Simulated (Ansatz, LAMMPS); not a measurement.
# A frame of liquid Al2O3 from 2363 K, run at 400 K (130 atoms) in motion

How do the atoms of a frame of liquid Al2O3 from 2363 K, run at 400 K (130 atoms) move, and what local order do they keep?

Method: Kohn-Sham DFT, LDA, PAW (set soft_2), plane waves, in Ansatz 0.2.0.

### Step 1. The structure

The cell holds 130 atoms: 52 Al and 78 O. Its edges and angles: a = 11.449 Å, b = 11.449 Å, c = 11.449 Å, α = 90.0°, β = 90.0°, γ = 90.0°. 130 atoms (52 Al, 78 O) placed at random at 2.93 g/cm³, melted at 4500 K for 20 ps at fixed volume with the Morse and Coulomb pair potential with partial charges (Pedone, Malavasi, Menziani, Cormack and Segre, J. Phys. Chem. B 110, 11780 (2006)). Snapshot at the end of a hold of 20 ps at 2363 K and fixed volume.

Limits known from the start: The network of bonds at the start is that of the classical potential that made the cell. The cell was made at 2363 K but the dynamics is set to 400 K: the trajectory isn't one at 2363 K. Only the Γ point is sampled, in a cell whose shortest periodic width is 11 Å.

### Step 2. Single point at the start

The forces at the start show how far the geometry lies from a minimum of this functional.

Input file input.yaml:

```yaml
crystal:
  lattice:
    - [11.4492, 0.0, 0.0]
    - [0.0, 11.4492, 0.0]
    - [0.0, 0.0, 11.4492]
  atoms:
    - { symbol: Al, position: [0.6795, 0.82715, 0.99308] }
    - { symbol: Al, position: [0.16152, 0.25099, 0.56662] }
    - { symbol: Al, position: [0.96478, 0.15438, 0.78968] }
    - { symbol: Al, position: [0.66041, 0.74807, 0.43264] }
    [... 120 atom lines left out ...]
    - { symbol: O, position: [0.4606, 0.89032, 0.89894] }
    - { symbol: O, position: [0.35222, 0.71322, 0.24356] }
    - { symbol: O, position: [0.24978, 0.38894, 0.91659] }
    - { symbol: O, position: [0.00258, 0.42189, 0.76295] }
    - { symbol: O, position: [0.63002, 0.33366, 0.44175] }
    - { symbol: O, position: [0.71183, 0.32483, 0.68038] }
kpoints:
  mp_grid: { grid: [1, 1, 1] }
hamiltonian:
  xc: lda
scf:
  occupations: { method: fermi_dirac, width: 0.025 }
output:
  forces: true
  stress: true
```

Run with:

```sh
$ ansatz run input.yaml --threads 4 --pin off --max-ram 8192MiB --backend cpu --events-out ev --progress --plain --runs-dir out
```

It took 19 s on 4 threads of Arm Neoverse V2, shared host; peak memory 1.8 GiB; 73 s of CPU time.

Numbers from this run:

* free energy: -70110.2211 eV
* free energy per atom: -539.3094 eV/atom
* SCF cycles: 11
* pressure: -3.326 GPa
* r.m.s. force component: 2.452 eV/Å
* longest force: 12.76 eV/Å
* Fermi energy: 6.018 eV

The r.m.s. force component of 2.5 eV/Å and the pressure of -3.3 GPa set the starting point.

Neighbours are counted within 2.49 Å (O-Al).

Length of the force by element and coordination:

| element | coordination | atoms | mean length of the force (eV/Å) | spread | least | most |
| --- | --- | --- | --- | --- | --- | --- |
| Al | all | 52 | 4.01 | 2.23 | 0.929 | 12.8 |
| Al | 3 | 1 | 4.94 | 0 | 4.94 | 4.94 |
| Al | 4 | 30 | 4.10 | 2.60 | 1.03 | 12.8 |
| Al | 5 | 16 | 3.97 | 1.82 | 0.929 | 7.29 |
| Al | 6 | 5 | 3.39 | 0.285 | 2.88 | 3.71 |
| O | all | 78 | 3.38 | 2.14 | 0.386 | 12.0 |
| O | 2 | 13 | 4.06 | 2.71 | 0.740 | 9.57 |
| O | 3 | 53 | 3.41 | 2.05 | 0.751 | 12.0 |
| O | 4 | 12 | 2.51 | 1.46 | 0.386 | 5.26 |

### Step 3. Dynamics started at 400 K

Without a thermostat the total energy must stay constant, which tests forces and time step. The time step is 1.0 fs.

input.yaml: that of step 2 with these lines changed.

```diff
@@ -16 +16,8 @@
   stress: true
+md:
+  timestep: 1.0
+  n_steps: 180
+  ensemble: nve
+  temperature: 400
+  initial_velocities: maxwell_boltzmann
+  seed: 4594
```

It took 34 min on 4 threads; peak memory 2 GiB; 2.2 h of CPU time.

The program notes that the SCF threshold is loose for the stress and it switched symmetry off.

Rows from the run:

| time (fs) | T (K) | potential (meV/atom) | conserved (meV/atom) |
| --- | --- | --- | --- |
| 0.0 | 400 | 0.0 | 0.00 |
| 12.0 | 1558 | -149.0 | -0.54 |
| 24.0 | 1620 | -156.9 | -0.44 |
| 36.0 | 1738 | -172.1 | -0.47 |
| 48.0 | 1731 | -171.2 | -0.48 |
| 60.0 | 1648 | -160.5 | -0.39 |
| 72.0 | 1848 | -186.2 | -0.46 |
| 84.0 | 1698 | -166.9 | -0.40 |
| 96.0 | 1732 | -171.3 | -0.46 |
| 108.0 | 1598 | -154.1 | -0.42 |
| 120.0 | 1530 | -145.4 | -0.40 |
| 132.0 | 1671 | -163.5 | -0.45 |
| 144.0 | 1677 | -164.2 | -0.42 |
| 156.0 | 1680 | -164.6 | -0.44 |
| 168.0 | 1711 | -168.6 | -0.43 |
| 180.0 | 1598 | -154.1 | -0.40 |

Mean square displacement from the first frame to the last: Al 0.30 Å², O 0.40 Å².

Mean square displacement against time lag:

| time lag (fs) | Al (Å²) | O (Å²) |
| --- | --- | --- |
| 1.0 | 1.5e-4 | 2.5e-4 |
| 4.0 | 0.00244 | 0.00399 |
| 8.0 | 0.00952 | 0.0155 |
| 12.0 | 0.0205 | 0.0328 |
| 19.0 | 0.0458 | 0.0706 |
| 23.0 | 0.0618 | 0.0928 |
| 26.0 | 0.0739 | 0.109 |
| 30.0 | 0.0898 | 0.129 |
| 34.0 | 0.105 | 0.147 |
| 38.0 | 0.120 | 0.164 |
| 41.0 | 0.130 | 0.176 |
| 49.0 | 0.157 | 0.206 |
| 52.0 | 0.167 | 0.216 |
| 56.0 | 0.179 | 0.229 |
| 60.0 | 0.191 | 0.241 |
| 64.0 | 0.202 | 0.252 |
| 67.0 | 0.210 | 0.260 |
| 71.0 | 0.220 | 0.269 |
| 78.0 | 0.235 | 0.283 |
| 82.0 | 0.243 | 0.290 |
| 86.0 | 0.250 | 0.296 |
| 90.0 | 0.257 | 0.301 |

Over the second half of 180 fs the temperature averages 1660 K with swings of 60 K r.m.s. The conserved energy stays within 0.61 meV/atom. From first frame to last O has the largest mean square displacement, 0.40 Å² at the end; the farthest move is 1.89 Å. The mean temperature of 1660 K lies well off the 400 K of the input: without a thermostat, the energy that the start releases heats the cell. The count of bonds goes from 233 in the first frame to 234 in the last, by one set of cutoffs: 16 pairs passed out of them and 17 came within. The run spans 0.18 ps, too short for its means to be equilibrium values.

### Step 4. Structure statistics late in the run

The g(r) is a mean over the second half; what follows it is taken at the last frame.

Bonds before and after, by the cutoffs listed below:

| pair | bonds before | bonds after | mean before (Å) | mean after (Å) | spread before (Å) | spread after (Å) |
| --- | --- | --- | --- | --- | --- | --- |
| O-Al | 233 | 234 | 1.896 | 1.878 | 0.220 | 0.166 |

Density 2.93 g/cm³, 11.54 Å³ an atom.

Mean of 14 frames. g(r), total and by pair (bins of 0.2 Å):

| r (Å) | total | O-O | O-Al | Al-Al |
| --- | --- | --- | --- | --- |
| 1.50 | 0.06 | 0.00 | 0.13 | 0.00 |
| 1.70 | 1.87 | 0.00 | 3.89 | 0.00 |
| 1.90 | 2.10 | 0.00 | 4.37 | 0.00 |
| 2.10 | 0.55 | 0.01 | 1.14 | 0.00 |
| 2.30 | 0.29 | 0.27 | 0.41 | 0.01 |
| 2.50 | 0.59 | 1.33 | 0.16 | 0.22 |
| 2.70 | 1.12 | 2.38 | 0.24 | 0.94 |
| 2.90 | 1.30 | 2.38 | 0.29 | 1.88 |
| 3.10 | 1.28 | 1.78 | 0.56 | 2.26 |
| 3.30 | 1.14 | 1.07 | 0.89 | 2.04 |
| 3.50 | 0.94 | 0.56 | 1.03 | 1.50 |
| 3.70 | 0.90 | 0.59 | 1.14 | 0.88 |
| 3.90 | 0.84 | 0.58 | 1.16 | 0.49 |
| 4.10 | 0.94 | 0.56 | 1.38 | 0.49 |
| 4.30 | 1.04 | 0.62 | 1.47 | 0.70 |
| 4.50 | 1.06 | 0.84 | 1.32 | 0.77 |
| 4.70 | 1.01 | 1.06 | 1.04 | 0.79 |
| 4.90 | 0.98 | 1.20 | 0.82 | 0.98 |
| 5.10 | 1.02 | 1.35 | 0.74 | 1.12 |
| 5.30 | 1.05 | 1.38 | 0.75 | 1.24 |
| 5.50 | 1.01 | 1.22 | 0.82 | 1.14 |

Bonds by pair of elements; cutoffs follow the first minimum of g(r), held within bounds set by covalent radii, and pairs that aren't listed don't count as bonded:

| pair A-B | cutoff (Å) | bonds | mean length (Å) | spread (Å) | shortest (Å) | B about A | A about B |
| --- | --- | --- | --- | --- | --- | --- | --- |
| O-Al | 2.49 | 234 | 1.88 | 0.166 | 1.60 | 3 | 4.5 |

How many atoms have how many bonded neighbours:

| element | mean | 2 | 3 | 4 | 5 | 6 |
| --- | --- | --- | --- | --- | --- | --- |
| Al | 4.5 | 0 | 0 | 31 | 16 | 5 |
| O | 3 | 9 | 60 | 9 | 0 | 0 |

Bond angles, per cent of each kind in bins of 5°:

| angle (°) | O-Al-O | Al-O-Al |
| --- | --- | --- |
| 65–70 | 0.0 | 0.4 |
| 70–75 | 2.1 | 0.0 |
| 75–80 | 7.4 | 1.7 |
| 80–85 | 5.0 | 1.7 |
| 85–90 | 9.3 | 9.5 |
| 90–95 | 10.0 | 8.6 |
| 95–100 | 13.1 | 4.5 |
| 100–105 | 10.0 | 6.2 |
| 105–110 | 7.8 | 8.2 |
| 110–115 | 8.3 | 11.1 |
| 115–120 | 5.2 | 9.0 |
| 120–125 | 4.5 | 10.3 |
| 125–130 | 3.3 | 5.8 |
| 130–135 | 1.7 | 6.2 |
| 135–140 | 1.7 | 6.2 |
| 140–145 | 1.4 | 4.1 |
| 145–150 | 1.4 | 2.1 |
| 150–155 | 1.9 | 1.2 |
| 155–160 | 0.0 | 0.4 |
| 160–165 | 2.6 | 1.2 |
| 165–170 | 1.7 | 0.4 |
| 170–175 | 1.4 | 0.8 |
| 175–180 | 0.2 | 0.4 |

Bond angles (no mean is given where the spread exceeds 20°):

| angle | count | mean (°) | spread (°) |
| --- | --- | --- | --- |
| O-Al-O | 421 | - | - |
| Al-O-Al | 243 | - | - |

Oxygen atoms by the number of network formers (Si, P, Ge, B, Al, As, Ga) bound to them:

| network formers bound to O | O atoms | per cent |
| --- | --- | --- |
| 0 | 0 | 0 |
| 1 | 0 | 0 |
| 2 | 9 | 11.5 |
| 3 | 60 | 76.9 |
| 4 | 9 | 11.5 |

Network units: each former by its oxygen neighbours and how many of them bridge to another former:

| former | O neighbours | bridging O | atoms |
| --- | --- | --- | --- |
| Al | 4 | 4 | 31 |
| Al | 5 | 5 | 16 |
| Al | 6 | 6 | 5 |

Bond length by coordination (bonds to H left out):

| element | coordination | atoms | mean bond length (Å) |
| --- | --- | --- | --- |
| Al | 4 | 31 | 1.82 |
| Al | 5 | 16 | 1.93 |
| Al | 6 | 5 | 1.99 |
| O | 2 | 9 | 1.74 |
| O | 3 | 60 | 1.87 |
| O | 4 | 9 | 2.00 |

Rings of the network by King's shortest-path rule, up to 12 atoms, one path for each pair of neighbours; H, halogens, alkali and alkaline-earth atoms are left out, and the last column divides by all other atoms, bonded or not:

| ring size (atoms) | rings | per network atom |
| --- | --- | --- |
| 4 | 37 | 0.285 |
| 6 | 76 | 0.585 |
| 8 | 109 | 0.838 |
| 10 | 35 | 0.269 |
| 12 | 2 | 0.015 |

For some of the pairs, g(r) has its first main peak near 2.8 Å (O-O), 1.8 Å (O-Al) and 3.2 Å (Al-Al). With the cutoffs above, 60 % of Al atoms have 4 and 77 % of O atoms have 3 bonded neighbours. 12 % of the oxygens bridge two formers (Al) and 0 % are non-bridging; 77 % join three; 12 % join four. The commonest Al unit has 4 oxygens, 4 of them shared with other formers (31 of 52 atoms). Bonds at O atoms with 2 neighbours average 1.74 Å, against 2.00 Å at those with 4. Rings of 8 atoms are the most common (42 % of those counted); sizes run from 4 to 12, where the search stops.

### Step 5. Single point at the last frame

The last frame is solved once more, with the analyses that the dynamics left out.

Input file input.yaml:

```yaml
crystal:
  lattice:
    - [11.4492, 0.0, 0.0]
    - [0.0, 11.4492, 0.0]
    - [0.0, 0.0, 11.4492]
  atoms:
    - { symbol: Al, position: [0.71024, 0.81861, 0.00132] }
    - { symbol: Al, position: [0.2095, 0.23086, 0.54915] }
    - { symbol: Al, position: [0.92808, 0.14349, 0.83802] }
    - { symbol: Al, position: [0.70786, 0.73717, 0.40994] }
    [... 120 atom lines left out ...]
    - { symbol: O, position: [0.47504, 0.90155, 0.89721] }
    - { symbol: O, position: [0.33988, 0.70713, 0.27023] }
    - { symbol: O, position: [0.22561, 0.40296, 0.9367] }
    - { symbol: O, position: [0.06359, 0.45655, 0.73676] }
    - { symbol: O, position: [0.63978, 0.31968, 0.4308] }
    - { symbol: O, position: [0.666, 0.31356, 0.70026] }
kpoints:
  mp_grid: { grid: [1, 1, 1] }
hamiltonian:
  xc: lda
scf:
  occupations: { method: fermi_dirac, width: 0.025 }
output:
  forces: true
  stress: true
  populations: intrinsic
  dos:
    method: { smearing: { sigma: 0.08 } }
    de: 0.1
    projected: { site_lists: { Al: [Al], O: [O] } }
  eigenvalues: true
  write_density: true
  write_potential: true
  volumetric_format: npy
  elf: true
```

Wall time 35 s (4 threads); peak memory 1.9 GiB.

Read from the output:

| Item | Value |
| --- | --- |
| free energy | -70130.2532 eV |
| free energy per atom | -539.4635 eV/atom |
| SCF cycles | 11 |
| pressure | -6.954 GPa |
| r.m.s. force component | 1.628 eV/Å |
| longest force | 6.5 eV/Å |
| Fermi energy | 6.203 eV |
| gap (highest filled to lowest empty level) | 1.405 eV |

Neighbours are counted within 2.49 Å (O-Al), the cutoffs taken from the dynamics.

Length of the force by element and coordination:

| element | coordination | atoms | mean length of the force (eV/Å) | spread | least | most |
| --- | --- | --- | --- | --- | --- | --- |
| Al | all | 52 | 2.71 | 1.27 | 0.592 | 5.97 |
| Al | 4 | 31 | 2.70 | 1.20 | 0.628 | 5.36 |
| Al | 5 | 16 | 2.88 | 1.45 | 0.592 | 5.97 |
| Al | 6 | 5 | 2.16 | 0.909 | 0.718 | 3.59 |
| O | all | 78 | 2.48 | 1.07 | 0.614 | 6.50 |
| O | 2 | 9 | 2.64 | 0.767 | 1.30 | 3.75 |
| O | 3 | 60 | 2.52 | 1.11 | 0.614 | 6.50 |
| O | 4 | 9 | 2.05 | 0.929 | 0.949 | 3.37 |

Intrinsic-atomic-orbital charges by element and coordination:

| element | coordination | atoms | mean charge (e) | spread | least | most |
| --- | --- | --- | --- | --- | --- | --- |
| Al | all | 52 | 1.29 | 0.0381 | 1.18 | 1.37 |
| Al | 4 | 31 | 1.30 | 0.0327 | 1.23 | 1.37 |
| Al | 5 | 16 | 1.27 | 0.0295 | 1.21 | 1.31 |
| Al | 6 | 5 | 1.24 | 0.0306 | 1.18 | 1.26 |
| O | all | 78 | -0.857 | 0.0306 | -0.955 | -0.765 |
| O | 2 | 9 | -0.874 | 0.0169 | -0.912 | -0.855 |
| O | 3 | 60 | -0.860 | 0.0296 | -0.955 | -0.765 |
| O | 4 | 9 | -0.819 | 0.0148 | -0.843 | -0.802 |

States in the cell by windows of 1 eV, zero at the Fermi level; the larger projections on atomic orbitals stand beside the total:

| from (eV) | to (eV) | total | O p | Al p | Al s | O s |
| --- | --- | --- | --- | --- | --- | --- |
| -18 | -17 | 32.9 | 0.2 | 4.6 | 1.1 | 26.9 |
| -17 | -16 | 3.2 | 0.0 | 0.4 | 0.1 | 2.7 |
| -16 | -10 | 0.0 | 0.0 | 0.0 | 0.0 | 0.0 |
| -10 | -9 | 3.0 | 2.3 | 0.2 | 0.5 | 0.1 |
| -9 | -8 | 33.3 | 24.8 | 2.7 | 5.0 | 0.7 |
| -8 | -7 | 46.7 | 35.2 | 4.9 | 5.0 | 1.3 |
| -7 | -6 | 62.1 | 48.8 | 8.2 | 3.1 | 1.5 |
| -6 | -5 | 74.1 | 61.9 | 8.3 | 1.9 | 1.3 |
| -5 | -4 | 81.8 | 72.3 | 6.2 | 1.1 | 1.2 |
| -4 | -3 | 84.8 | 78.5 | 3.6 | 0.6 | 0.9 |
| -3 | -2 | 60.2 | 56.7 | 1.9 | 0.3 | 0.5 |
| -2 | -1 | 19.8 | 18.8 | 0.5 | 0.1 | 0.2 |
| -1 | 0 | 2.0 | 1.9 | 0.1 | 0.0 | 0.0 |
| 0 | 1 | 2.0 | 0.2 | 0.2 | 1.1 | 0.5 |
| 1 | 2 | 3.0 | 0.7 | 1.0 | 0.7 | 0.4 |
| 2 | 3 | 11.0 | 2.4 | 3.9 | 2.7 | 1.6 |
| 3 | 4 | 23.9 | 4.7 | 10.2 | 4.7 | 2.9 |
| 4 | 5 | 32.3 | 4.9 | 14.7 | 6.7 | 3.3 |

The curve was stored every 0.100 eV, coarse against its broadening of 0.08 eV, so these counts are rough.

Between -22 and -18 eV lie 120 more states.

The levels nearest the highest filled one (over half full), pooled over k-points and spins:

| level less the highest filled one (eV) | occupation |
| --- | --- |
| -1.12 | 2 |
| -0.881 | 2 |
| -0.700 | 2 |
| -0.636 | 2 |
| -0.520 | 2 |
| 0 | 2 |
| 1.41 | 0 |
| 2.51 | 0 |
| 2.72 | 0 |
| 3.03 | 0 |
| 3.32 | 0 |
| 3.41 | 0 |

Mean intrinsic-atomic-orbital charges: Al +1.29, O -0.86 e. The largest share in the top eV of filled states is O p (96 % of the projected weight), and in the lowest eV of empty states Al s (53 % of the projected weight).

### Step 6. Results

```yaml
mean_temperature_second_half: 1660 K
temperature_swing_second_half: 60.14 K
mean_pressure_second_half: -5.971 GPa
slope_of_the_conserved_energy_against_time_by_least_squares: -0.0258 meV/atom/ps
free_energy_per_atom: -539.4635 eV/atom
pressure: -6.954 GPa
r_m_s_force_component: 1.628 eV/Å
spacing_of_highest_filled_and_lowest_empty_level: 1.405 eV
wall_time_of_the_3_dft_runs: 35 min
```

What this shows: Over the second half of 180 fs the temperature averages 1660 K with swings of 60 K r.m.s. The conserved energy stays within 0.61 meV/atom. The mean temperature of 1660 K lies well off the 400 K of the input: without a thermostat, the energy that the start releases heats the cell. The count of bonds goes from 233 in the first frame to 234 in the last, by one set of cutoffs: 16 pairs passed out of them and 17 came within. The run spans 0.18 ps, too short for its means to be equilibrium values. With the cutoffs above, 60 % of Al atoms have 4 and 77 % of O atoms have 3 bonded neighbours. 12 % of the oxygens bridge two formers (Al) and 0 % are non-bridging; 77 % join three; 12 % join four.

Between filled and empty levels lie 1.41 eV (at Γ alone); a local or semilocal functional tends to put such gaps too low. In a disordered cell it changes from sample to sample and from frame to frame.

Caveats: The starting topology of bonds comes from the classical model; in DFT 16 of its 233 bonded pairs passed out of the cutoffs and 17 came within them. The stress is far from hydrostatic: its diagonal is -7.2, -8.5, -5.2 GPa, compression counted positive. The pressure of -7.0 GPa is that of one thermal frame at a volume set beforehand, without the kinetic term.

[Logs are printed without paths, hosts, clocks, repeated set-up lines and the standing remarks that a program may print on its own settings, such as how far it seeks lower states.]

[Hosts, paths, dates, database ids (printed as entryN), source tags and the programs' standing remarks are cut or masked in the printed files.]
